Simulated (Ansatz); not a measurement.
# K on Mo(100): change of the work function, part 3 of 4

Wanted: Δφ(θ) for K/Mo(100), starting from the hollow site.

Ansatz 0.2.0; plane-wave DFT, PBE, Ansatz PAW.

So far, work function, upper face (eV): step 2 (the clean slab) 3.83; step 3 (37 atoms, coverage 0.111 ML, cell 3x3) 2.68.

### 4. Adsorbate added, k-mesh 6×6×1, coverage 0.25 ML

System of this step: KMo16 (K/Mo(100)). The cell holds 17 atoms: 16 Mo and 1 K. Cell: a = 6.300 Å, b = 6.300 Å, c = 25.525 Å, α = 90.0°, β = 90.0°, γ = 90.0°. Vacuum lies along c.

Another coverage, to see how the dipoles act on each other as their distance changes.

input.yaml

```yaml
crystal:
  lattice:
    - [6.3, 0.0, 0.0]
    - [0.0, 6.3, 0.0]
    - [0.0, 0.0, 25.5245523269]
  atoms:
    - { symbol: Mo, position: [0.25, 0.25, 0.3526016788] }
    - { symbol: Mo, position: [0.0, 0.0, 0.4143069725] }
    - { symbol: Mo, position: [0.25, 0.25, 0.4786360865] }
    - { symbol: Mo, position: [0.0, 0.0, 0.5327747222] }
    - { symbol: Mo, position: [0.25, 0.75, 0.3526016788] }
    - { symbol: Mo, position: [0.0, 0.5, 0.4143069725] }
    - { symbol: Mo, position: [0.25, 0.75, 0.4786360865] }
    - { symbol: Mo, position: [0.0, 0.5, 0.5327747222] }
    - { symbol: Mo, position: [0.75, 0.25, 0.3526016788] }
    - { symbol: Mo, position: [0.5, 0.0, 0.4143069725] }
    - { symbol: Mo, position: [0.75, 0.25, 0.4786360865] }
    - { symbol: Mo, position: [0.5, 0.0, 0.5327747222] }
    - { symbol: Mo, position: [0.75, 0.75, 0.3526016788] }
    - { symbol: Mo, position: [0.5, 0.5, 0.4143069725] }
    - { symbol: Mo, position: [0.75, 0.75, 0.4786360865] }
    - { symbol: Mo, position: [0.5, 0.5, 0.5327747222] }
    - { symbol: K, position: [0.25, 0.25, 0.6473983212] }
kpoints:
  mp_grid: { grid: [6, 6, 1] }
hamiltonian:
  xc: pbe
scf:
  occupations: { method: fermi_dirac, width: 0.1 }
  convergence: { dr2_threshold: 1.0e-08 }
efield:
  axis: 3
  dipole_correction: true
  ramp_position: 0.97
  ramp_width: 0.06
relax:
  f_tol: 0.02
  max_steps: 60
  constraints: [{ sites: [0, 1, 4, 5, 8, 9, 12, 13] }]
output:
  dos: { projected: true, e_range: [-8, 4] }
  write_potential: true
  write_density: true
  volumetric_format: npy
  elf: true
```

The run is started by

```console
$ ansatz run input.yaml --threads 4 --pin off --max-ram 16384MiB --backend cpu --events-out ev --progress --plain --runs-dir out
```

Numbers of over 12 decimals in the logs are rounded to 6 here.

The program printed:

```text
[...]
Crystal: 17 atoms, lattice volume = 1013.069 Å³
Basis set: ecut = 420 eV, 19825 PW (Γ), exchange–correlation on 90×90×360 points (8 copies of the dense FFT grid, shifted against one another)
Bands: 140, of which v1, the nominal top of the filled ones, is band 117 counted from 1 (116 counted from 0)
Symmetry: 8 space group operations
[...]
k-points: 10 of 36
[...]
SCF iter   1: F=—  HF=-80818.907549 eV  |F-HF|=—  |Δ(HF+E_count)|=         —  Δρ=9.41e-3  dr2=1.62e1  ethr=1.77e-3  p=0.829 e·Å  D=1.48e-1 V/Å  ΔV_dip=-3.78 eV  dr2_dipole=9.07e0  V_vac-E_F(+/−)=0.54/4.31 eV  ⟨swp⟩=9.3  Hψ=6282  notcnv=0
[...]
SCF iter  11: F=-80818.435762 eV  HF=-80818.435762 eV  |F-HF|=6.90e-9  |Δ(HF+E_count)|=   9.23e-8  Δρ=7.34e-7  dr2=8.22e-9  ethr=4.29e-12  p=0.471 e·Å  D=8.41e-2 V/Å  ΔV_dip=-2.15 eV  dr2_dipole=1.45e-10  V_vac-E_F(+/−)=1.72/3.87 eV  ⟨swp⟩=14.0  Hψ=10577  notcnv=0
SCF 1 converged in 11 iterations: F = -80818.435762 eV  dr2 = 8.22e-9
[...]
relax step   1: F+E_penalty+E_count = -80818.43576214 eV  Δ(F+E_penalty+E_count) = +0.000e0 eV  max|allowed force component| = 1.164e-1 eV/Å  Δτ_max = 0.0000 Å  (11 SCF iters, accepted)
[...]
SCF iter   8: F=-80818.455768 eV  HF=-80818.455768 eV  |F-HF|=4.32e-9  |Δ(HF+E_count)|=   6.67e-8  Δρ=6.45e-7  dr2=6.87e-9  ethr=4.29e-12  p=0.469 e·Å  D=8.37e-2 V/Å  ΔV_dip=-2.14 eV  dr2_dipole=5.18e-10  V_vac-E_F(+/−)=1.73/3.87 eV  ⟨swp⟩=13.8  Hψ=11136  notcnv=0
SCF 2 converged in 8 iterations: F = -80818.455768 eV  dr2 = 6.87e-9
[...]
relax step   2: F+E_penalty+E_count = -80818.45576769 eV  Δ(F+E_penalty+E_count) = -2.001e-2 eV  max|allowed force component| = 8.017e-2 eV/Å  Δτ_max = 0.0364 Å  (8 SCF iters, accepted)
SCF iter   1: F=—  HF=-80818.497506 eV  |F-HF|=—  |Δ(HF+E_count)|=         —  Δρ=4.90e-3  dr2=8.25e-1  ethr=1.32e-3  p=0.469 e·Å  D=8.37e-2 V/Å  ΔV_dip=-2.14 eV  dr2_dipole=9.20e-2  V_vac-E_F(+/−)=1.74/3.87 eV  ⟨swp⟩=4.3  Hψ=2758  notcnv=0
[...]
SCF iter  10: F=-80818.450240 eV  HF=-80818.450240 eV  |F-HF|=6.69e-10  |Δ(HF+E_count)|=   8.53e-9  Δρ=2.25e-7  dr2=1.21e-9  ethr=4.29e-12  p=0.461 e·Å  D=8.24e-2 V/Å  ΔV_dip=-2.10 eV  dr2_dipole=5.31e-11  V_vac-E_F(+/−)=1.77/3.87 eV  ⟨swp⟩=11.6  Hψ=9428  notcnv=0
SCF 3 converged in 10 iterations: F = -80818.450240 eV  dr2 = 1.21e-9
relax step   3: F+E_penalty+E_count = -80818.45024030 eV  Δ(F+E_penalty+E_count) = +5.527e-3 eV  max|allowed force component| = 2.860e-1 eV/Å  Δτ_max = 0.0666 Å  (10 SCF iters, rejected (line search))
[...]
relax step   4: F+E_penalty+E_count = -80818.46340596 eV  Δ(F+E_penalty+E_count) = -7.638e-3 eV  max|allowed force component| = 6.085e-2 eV/Å  Δτ_max = 0.0318 Å  (9 SCF iters, accepted)
[...]
relax step   5: F+E_penalty+E_count = -80818.46645397 eV  Δ(F+E_penalty+E_count) = -3.048e-3 eV  max|allowed force component| = 3.116e-2 eV/Å  Δτ_max = 0.0604 Å  (8 SCF iters, accepted)
[...]
relax step   6: F+E_penalty+E_count = -80818.46652189 eV  Δ(F+E_penalty+E_count) = -6.792e-5 eV  max|allowed force component| = 2.359e-2 eV/Å  Δτ_max = 0.0053 Å  (7 SCF iters, accepted)
SCF iter   1: F=—  HF=-80818.467055 eV  |F-HF|=—  |Δ(HF+E_count)|=         —  Δρ=1.24e-4  dr2=5.36e-4  ethr=6.12e-7  p=0.458 e·Å  D=8.17e-2 V/Å  ΔV_dip=-2.09 eV  dr2_dipole=7.63e-5  V_vac-E_F(+/−)=1.78/3.87 eV  ⟨swp⟩=2.0  Hψ=2223  notcnv=0
[...]
SCF iter   6: F=-80818.466594 eV  HF=-80818.466594 eV  |F-HF|=5.72e-9  |Δ(HF+E_count)|=   1.72e-8  Δρ=5.90e-7  dr2=9.92e-9  ethr=4.29e-12  p=0.458 e·Å  D=8.18e-2 V/Å  ΔV_dip=-2.09 eV  dr2_dipole=2.35e-12  V_vac-E_F(+/−)=1.78/3.87 eV  ⟨swp⟩=11.3  Hψ=9845  notcnv=0
SCF 7 converged in 6 iterations: F = -80818.466594 eV  dr2 = 9.92e-9
[...]
relax step   7: F+E_penalty+E_count = -80818.46659425 eV  Δ(F+E_penalty+E_count) = -7.236e-5 eV  max|allowed force component| = 3.697e-3 eV/Å  Δτ_max = 0.0019 Å  (6 SCF iters, accepted)
[...]
SCF converged after 6 iterations
Free energy (F): -80818.466594 eV
[...]
Internal energy: -80817.799117 eV  (E = F + TS)
E sigma→0 (E₀):  -80818.132856 eV
Entropy (-TS):   -0.667477 eV (-39.263 meV/atom)
Fermi energy:    3.340284 eV
Dipole field:    D = 0.081823 V/Å  (p = 0.458090 e·Å, saw-weighted, corrected)
Work function:   Φ+ = 1.7819 eV   Φ− = 3.8704 eV
[...]
--- Forces (eV/Å), atoms counted from 1 ---
  atom   1  Mo    -0.00000000     0.00000000     1.74139392
  atom   2  Mo     0.11859847     0.11859847    -1.64887285
  atom   3  Mo    -0.00000000     0.00000000     0.00123250
  atom   4  Mo     0.00063405     0.00063405     0.00306818
  atom   5  Mo     0.00000000     0.00000000     1.64275345
  atom   6  Mo     0.11859847    -0.11859847    -1.64887285
  atom   7  Mo    -0.00000000     0.00000000     0.00124319
  atom   8  Mo     0.00063405    -0.00063405     0.00306818
  atom   9  Mo     0.00000000     0.00000000     1.64275345
  atom  10  Mo    -0.11859847     0.11859847    -1.64887285
  atom  11  Mo    -0.00000000     0.00000000     0.00124319
  atom  12  Mo    -0.00063405     0.00063405     0.00306818
  atom  13  Mo     0.00000000     0.00000000     1.55709010
  atom  14  Mo    -0.11859847    -0.11859847    -1.64887285
  atom  15  Mo     0.00000000     0.00000000    -0.00369738
  atom  16  Mo    -0.00063405    -0.00063405     0.00306818
  atom  17  K      0.00000000     0.00000000    -0.00073584
  max |Σ_I F_I| component: 5.79e-5 eV/Å
--- Band table (eV; the first three rows and the last of 10) ---
  k-point 0: bands = [... 113 lower, 3.0834, 3.0834, 3.3032, 3.8223, 3.8361, 3.8361, 4.2713, 4.2867, ... 19 higher]
  k-point 1: bands = [... 113 lower, 3.1447, 3.2486, 3.4089, 3.5360, 3.6329, 3.6899, 3.9766, 4.1610, ... 19 higher]
  k-point 2: bands = [... 113 lower, 3.2423, 3.2939, 3.3371, 3.4140, 3.4866, 3.6276, 3.7309, 3.7313, ... 19 higher]
  k-point 9: bands = [... 113 lower, 3.0068, 3.0068, 3.1686, 3.1920, 3.1938, 3.1938, 3.3254, 3.6237, ... 19 higher]
--- Relaxed structure (7 steps of the walk, 6 accepted, 0 SCFs on fresh bases) ---
  F+E_penalty+E_count = -80818.46659425 eV   max|allowed force component| = 3.697e-3 eV/Å
  atoms:
    - { symbol: Mo, position: [0.25, 0.25, 0.3526016788] }
    - { symbol: Mo, position: [0.0, 0.0, 0.414307] }
    - { symbol: Mo, position: [0.25, 0.25, 0.480379] }
    - { symbol: Mo, position: [-0.00858357, -0.00858357, 0.532854] }
    - { symbol: Mo, position: [0.25, 0.75, 0.3526016788] }
    - { symbol: Mo, position: [0.0, 0.5, 0.414307] }
    - { symbol: Mo, position: [0.25, 0.75, 0.478383] }
    - { symbol: Mo, position: [-0.00858357, 0.508584, 0.532854] }
    - { symbol: Mo, position: [0.75, 0.25, 0.3526016788] }
    - { symbol: Mo, position: [0.5, 0.0, 0.414307] }
    - { symbol: Mo, position: [0.75, 0.25, 0.478383] }
    - { symbol: Mo, position: [0.508584, -0.00858357, 0.532854] }
    - { symbol: Mo, position: [0.75, 0.75, 0.3526016788] }
    - { symbol: Mo, position: [0.5, 0.5, 0.414307] }
    - { symbol: Mo, position: [0.75, 0.75, 0.476844] }
    - { symbol: Mo, position: [0.508584, 0.508584, 0.532854] }
    - { symbol: K, position: [0.25, 0.25, 0.642617] }
```

The job ended after 4.8 min (4 threads of Arm Neoverse V1, shared host; peak memory 3.5 GiB; 19 min of CPU time).

Relaxation path:

```
step  energy less that of the first step (eV)  largest force component (eV/Å)
   1                                   0.0000                          0.1164
   2                                  -0.0200                          0.0802
   3                                  -0.0145                          0.2860
   4                                  -0.0276                          0.0609
   5                                  -0.0307                          0.0312
   6                                  -0.0308                          0.0236
   7                                  -0.0308                          0.0037
```

Relaxation step 3 was tried and not accepted.

Forces are held to the 8 operations that the run works with; a distortion that breaks them can't arise in this run.

The atoms that moved most (Å):

```
atom      dx      dy      dz  length
 K17   0.000   0.000  -0.122   0.122
Mo16   0.054   0.054   0.002   0.077
Mo12   0.054  -0.054   0.002   0.077
 Mo8  -0.054   0.054   0.002   0.077
 Mo4  -0.054  -0.054   0.002   0.077
Mo15   0.000   0.000  -0.046   0.046
 Mo3   0.000   0.000   0.044   0.044
Mo11   0.000   0.000  -0.006   0.006
```

The relaxed structure:

```xyz
17
Lattice="6.3000 0.0000 0.0000 0.0000 6.3000 0.0000 0.0000 0.0000 25.5246" Properties=species:S:1:pos:R:3
Mo    1.5750    1.5750    9.0000
Mo    0.0000    0.0000   10.5750
Mo    1.5750    1.5750   12.2615
Mo   -0.0541   -0.0541   13.6009
Mo    1.5750    4.7250    9.0000
Mo    0.0000    3.1500   10.5750
Mo    1.5750    4.7250   12.2105
Mo   -0.0541    3.2041   13.6009
Mo    4.7250    1.5750    9.0000
Mo    3.1500    0.0000   10.5750
Mo    4.7250    1.5750   12.2105
Mo    3.2041   -0.0541   13.6009
Mo    4.7250    4.7250    9.0000
Mo    3.1500    3.1500   10.5750
Mo    4.7250    4.7250   12.1712
Mo    3.2041    3.2041   13.6009
K     1.5750    1.5750   16.4025
```

This step gave:

- energy at zero smearing: -80818.1329 eV
- work function, upper face: 1.782 eV
- work function, lower face: 3.870 eV
- dipole along the normal: 0.4581 e·Å
- step between the vacuum levels: -2.088 eV

The density of states has structure finer than the step of the table below, so its rows give means over 0.25 eV, whole bins alone (the curve runs from -8 to 1.62 eV). Peaks (eV: height): -3.070: 44.8, -2.980: 54.2, -2.380: 42.2, -0.390: 39.4, -0.210: 40.4, 1.110: 40.7, 1.440: 49.4.

Table of density of states by energy, zero at the Fermi level; means over each step:

```
energy (eV)  density of states (states/eV a cell)
      -6.25                                     0
      -6.00                                 0.875
      -5.75                                  1.31
      -5.50                                  1.54
      -5.25                                  1.71
      -5.00                                  1.93
      -4.75                                  5.02
      -4.50                                  8.33
      -4.25                                  13.5
      -4.00                                  19.5
      -3.75                                  16.1
      -3.50                                  14.0
      -3.25                                  26.8
      -3.00                                  29.8
      -2.75                                  20.3
      -2.50                                  25.8
      -2.25                                  21.1
      -2.00                                  17.3
      -1.75                                  21.7
      -1.50                                  15.2
      -1.25                                  19.4
      -1.00                                  14.1
      -0.75                                  21.0
      -0.50                                  31.2
      -0.25                                  29.8
       0.00                                  20.8
       0.25                                  13.4
       0.50                                  17.0
       0.75                                  15.3
       1.00                                  24.5
       1.25                                  24.9
```

Projected DOS per atom over height of the atomic layer and energy from the Fermi level. Layers: Mo4 Mo4 Mo4 Mo4 K from below.

Ten even steps from '0' (0.00 states/eV) to '9' (3.13 states/eV), each cell a mean:
```
74451
43342
42131
41141
93270
62261
32240
33230
43330
45540
36630
34430
14430
13410
01100
00000
00000
00000
00000
00000
00000
00000
```
Columns: height of the atomic layer (Å) from 9 to 16.4 (not evenly spaced); rows upwards: energy from the Fermi level (eV) from -7.96 to 1.65.

ELF in the ca plane at fractional y = 0.250, with atoms of Mo and K within 0.2 Å of it. It is the smooth field of the valence electrons, not physical close to the nuclei.

Ten even steps from '0' (0.00) to '9' (0.86), each cell a mean:
```
12222223444443224443333210000000000000000000
11123433345433333344333332100000000000000000
00137775344237775234433333221110000000000000
00158567334147577224443333322110000000000000
00158577334147577224443333322110000000000000
00137775344237775234433333221110000000000000
11123333345433333344333321100000000000000000
12222233444443224443333210000000000000000000
12233334444444344544333100100000000000000000
11122223444432123444431025653100000000000000
01125664345334554345430279997300000100000000
00148776334237777224420599999510000100000000
00158467334147567214420698799610000100000000
00148776334237777224420599999510000100000000
01125654345334554345430279997300000100000000
11222223444432123444431025653100000000000000
12233334444444344543333100100000000000000000
```
Columns run along c (16.0 Å, from fractional 0.27 to 0.90 of the cell), rows up along a (6.3 Å). Atoms in or near the plane, at fractional coordinates: Mo at (0.35, 0.25), Mo at (0.48, 0.25), Mo at (0.35, 0.75), Mo at (0.48, 0.75), K at (0.64, 0.25).

Valence density in the ca plane at fractional y = 0.250, with atoms of Mo and K within 0.2 Å of it. It is the smooth field of the valence electrons, not physical close to the nuclei.

Ten steps, logarithmic in the rise over the least value, from '0' (0.0 e/Å³) to '9' (6.5 e/Å³), each cell a mean:
```
00122333333333333332211000000000000000000000
00134654333345554332211000000000000000000000
01257987433358986432110000000000000000000000
01369998533379998432110000000000000000000000
01369998533369998432110000000000000000000000
01257887433358886432110000000000000000000000
00134554333345554332211000000000000000000000
00122333333333333332211000000000000000000000
00122333333333333332211101100000000000000000
00123444333334444332211123321000000000000000
01246776433346775432211246653100000000000000
01268998533368998432111468885200000000000000
01369998533369998532111478986300000000000000
01258998533368998432111468875200000000000000
00246775433346775432211246653100000000000000
00123444333333444332211123321000000000000000
00122333333333333332211101100000000000000000
```
Columns run along c (16.0 Å, from fractional 0.27 to 0.90 of the cell), rows up along a (6.3 Å). Atoms in or near the plane, at fractional coordinates: Mo at (0.35, 0.25), Mo at (0.48, 0.25), Mo at (0.35, 0.75), Mo at (0.48, 0.75), K at (0.64, 0.25).

Electrostatic potential energy in the ca plane at fractional y = 0.250, with atoms of Mo and K within 0.2 Å of it. With pseudopotentials it is smooth inside the atoms' cores, unlike the true potential.

Ten even steps from '0' (-66 eV) to '9' (7 eV), each cell a mean:
```
99999999999999999999999999999999999999999999
99987668999987668999999999999999999999999999
99873125899973125899999999999999999999999999
99851002799850003799999999999999999999999999
99851002799850003799999999999999999999999999
99874125899973125899999999999999999999999999
99987668999987678999999999999999999999999999
99999999999999999999999999999999999999999999
99999999999999999999999999999999999999999999
99998889999998889999999998889999999999999999
99986346899986446899999986578999999999999999
99862003799962003799999853347899999999999999
99850002799850001799999852236899999999999999
99862003799962003799999863347899999999999999
99986447899986446899999986678999999999999999
99998889999998889999999998889999999999999999
99999999999999999999999999999999999999999999
```
Columns run along c (16.0 Å, from fractional 0.27 to 0.90 of the cell; values clipped at the 3rd and 97th percentile), rows up along a (6.3 Å). Atoms in or near the plane, at fractional coordinates: Mo at (0.35, 0.25), Mo at (0.48, 0.25), Mo at (0.35, 0.75), Mo at (0.48, 0.75), K at (0.64, 0.25).

The relaxation took 7 steps and lowered the energy by 0.031 eV; the largest force on the free atoms ends at 0.0037 eV/Å.

By hand: a sheet of dipoles makes a step −p/(ε₀A) in the electron's potential. With e/ε₀ = 180.95 V·Å, p = 0.4581 e·Å and A = 39.69 Å², that is −180.95 × (0.4581) / 39.69 = -2.088 eV, and the two vacuum levels of the run differ by -2.088 eV.

The covered face has 1.78 eV, -2.05 eV against the clean one; the bare back face has moved by +0.01 eV, a measure of how thin the slab is.

[end of part 3 of 4]

[Logs are printed without paths, hosts, clocks, repeated set-up lines and the standing remarks that a program may print on its own settings, such as how far it seeks lower states.]

[Hosts, paths, dates, database ids (printed as entryN), source tags and the programs' standing remarks are cut or masked in the printed files.]

[Maps of the electrostatic potential energy from Ansatz leave out the sawtooth potential of an applied field or a dipole correction, so their vacuum need not be flat; planar profiles and work functions include it.]

[The density of states shown here was stored with 400 of the rows of the run's finer table, so its peaks can read low, often by over a quarter, or be missed, and its means over a window can be off by a tenth or more.]
